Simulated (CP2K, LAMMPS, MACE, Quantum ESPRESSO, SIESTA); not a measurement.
# Relaxing amorphous carbon (64 atoms) with cheaper methods

MACE MPA-0 medium, CP2K double zeta, SIESTA DZP and QE each relax the atoms of amorphous carbon (64 atoms) from one start, in the fixed cell. Which end lies lowest at the plane-wave level, and do they reach the same structure?

All numbers are calculated, not measured.

**1. The structure**

The cell holds 64 atoms (64 C), with edges of 9.02, 9.02 and 9.02 Å. Recipe: 64 atoms (64 C) placed at random at 1.74 g/cm³, melted at 5500 K for 10 ps at fixed volume with the LCBOP (Los and Fasolino, Phys. Rev. B 68, 024107 (2003)). Quenched from 5500 K to 300 K at 100 K/ps and fixed volume, held 5 ps.

**2. The judge**

Quantum ESPRESSO 7.5: Kohn-Sham DFT, PBE, SSSP efficiency 1.3.0 pseudopotentials, plane waves. Its input for the start:

```
&control
  calculation = 'scf'
  pseudo_dir = './pseudo'
  outdir = './tmp'
  disk_io = 'none'
  tprnfor = .true.
  tstress = .true.
/
&system
  ibrav = 0
  nat = 64
  ntyp = 1
  ecutwfc = 45
  ecutrho = 360
  nosym = .true.
  occupations = 'smearing'
  smearing = 'fd'
  degauss = 0.003675
/
&electrons
  conv_thr = 3.2e-07
  electron_maxstep = 100
  mixing_beta = 0.2
  mixing_mode = 'local-TF'
  diagonalization = 'david'
/
ATOMIC_SPECIES
C 12.011 C.upf
CELL_PARAMETERS angstrom
9.02230 0.00000 0.00000
0.00000 9.02230 0.00000
0.00000 0.00000 9.02230
ATOMIC_POSITIONS crystal
C 0.82603 0.52221 0.30207
C 0.79814 0.59659 0.63298
C 0.27720 0.68940 0.04401
[... 59 atom lines left out ...]
C 0.56370 0.79467 0.42027
C 0.37338 0.12529 0.07731
K_POINTS gamma
```

Run time: 42 s. Hardware: 4 MPI ranks of Arm Neoverse V2, shared host; peak memory 1.5 GiB.

At the start it finds an r.m.s. force component of 1.6 eV/Å and a pressure of -7.5 GPa. The same input is run at the end of each relaxation but its own, whose last step is read directly although that relaxation didn't converge.

**3. The relaxations**

The DFT methods use the judge's functional, PBE. 

Times are CPU times on a shared host and are rough.

```
           method                      basis or training data  geometry steps  reached its threshold  own energy change (meV/atom)  r.m.s. move (Å)  largest move (Å)  CPU time
MACE MPA-0 medium          trained on PBE(+U) plane-wave data              32                    yes                         -72.5             0.16              0.43      57 s
 CP2K double zeta  DZVP-MOLOPT-SR, GTH-PBE potentials, 360 Ry             120                     no                        -246.1             0.50              1.31       4 h
       SIESTA DZP    DZP orbitals, shift 0.01 Ry, mesh 250 Ry             112                     no                        -172.6             0.40              1.36         -
               QE     plane waves, SSSP efficiency, 45/360 Ry              49                     no                        -192.3             0.40              1.25     1.7 h
```

**4. The ends, solved with plane waves**

```
                geometry  energy less the start's (meV/atom)  r.m.s. force (eV/Å)  longest force (eV/Å)  pressure (GPa)  Kohn-Sham gap (eV)
                   start                                 0.0                1.619                  7.56           -7.52                   -
end of MACE MPA-0 medium                              -100.7                0.777                  2.74           -3.49                   -
 end of CP2K double zeta                              -245.0                0.058                  0.25           -4.25                0.31
       end of SIESTA DZP                              -168.1                0.473                  2.42          -10.80                   -
               end of QE                              -192.3                0.110                  0.60               -                   -
```

A dash marks a value that wasn't kept, partly filled levels or a spacing under 0.15 eV.

**5. Do they end in the same place?**

Distances between the ends, with any common shift taken off:

```
                                  ends  r.m.s. (Å)  largest (Å)
MACE MPA-0 medium and CP2K double zeta       0.450         1.22
      MACE MPA-0 medium and SIESTA DZP       0.365         1.39
              MACE MPA-0 medium and QE       0.342         1.16
       CP2K double zeta and SIESTA DZP       0.528         1.64
               CP2K double zeta and QE       0.244         0.86
                     SIESTA DZP and QE       0.380         1.36
```

Bonds, counted by one set of cutoffs taken from the start, with their mean length:

```
         geometry  C-C (under 1.85 Å)
            start        90 at 1.45 Å
MACE MPA-0 medium        90 at 1.45 Å
 CP2K double zeta        91 at 1.45 Å
       SIESTA DZP        91 at 1.47 Å
               QE        90 at 1.45 Å
```

**6. Findings**

By plane waves the end of CP2K double zeta lies lowest, 245.0 meV/atom under the start; QE ends 52.7 meV/atom higher, SIESTA DZP ends 76.9 meV/atom higher and MACE MPA-0 medium ends 144.2 meV/atom higher. The plane-wave r.m.s. force is smallest after CP2K double zeta (0.058 eV/Å) and largest after MACE MPA-0 medium (0.78 eV/Å), against 1.6 eV/Å at the start. CP2K double zeta, SIESTA DZP and QE stopped short of their threshold, so those ends aren't minima even at their own level.

Own against plane-wave energy change: MACE MPA-0 medium -72.5 against -100.7, CP2K double zeta -246.1 against -245.0, SIESTA DZP -172.6 against -168.1 and QE -192.3 against -192.3 meV/atom. The ends of CP2K double zeta and SIESTA DZP differ by up to 1.64 Å for one atom, so they aren't one minimum, and their energies differ by path as well as by method. Bonds formed and lost against the start: MACE MPA-0 medium 0 and 0, CP2K double zeta 3 and 2, SIESTA DZP 2 and 1 and QE 1 and 1, of 90. The pressure at the ends spans -10.8 to -3.5 GPa, from -7.5 GPa at the start.

**Limits.** The methods had unlike step limits and thresholds. The quench rate of 100 K/ps is many orders above laboratory rates, so the cell is likely richer in defects and strain than a real sample. The reference samples only Γ, in a cell whose shortest periodic width is 9 Å. The plane-wave runs aren't exact: their cutoffs and mesh weren't converged further here. SIESTA's automatically made basis is far from complete, and its potentials were converted by us (checked for H, C, O, Si, Ge and Ca alone). Where levels are smeared, the DFT runs use Fermi–Dirac occupations at 580 K (0.05 eV), and energies are free energies.

[Logs are printed without paths, hosts, clocks, repeated set-up lines and the standing remarks that a program may print on its own settings, such as how far it seeks lower states.]

[Hosts, paths, dates, database ids (printed as entryN), source tags and the programs' standing remarks are cut or masked in the printed files.]
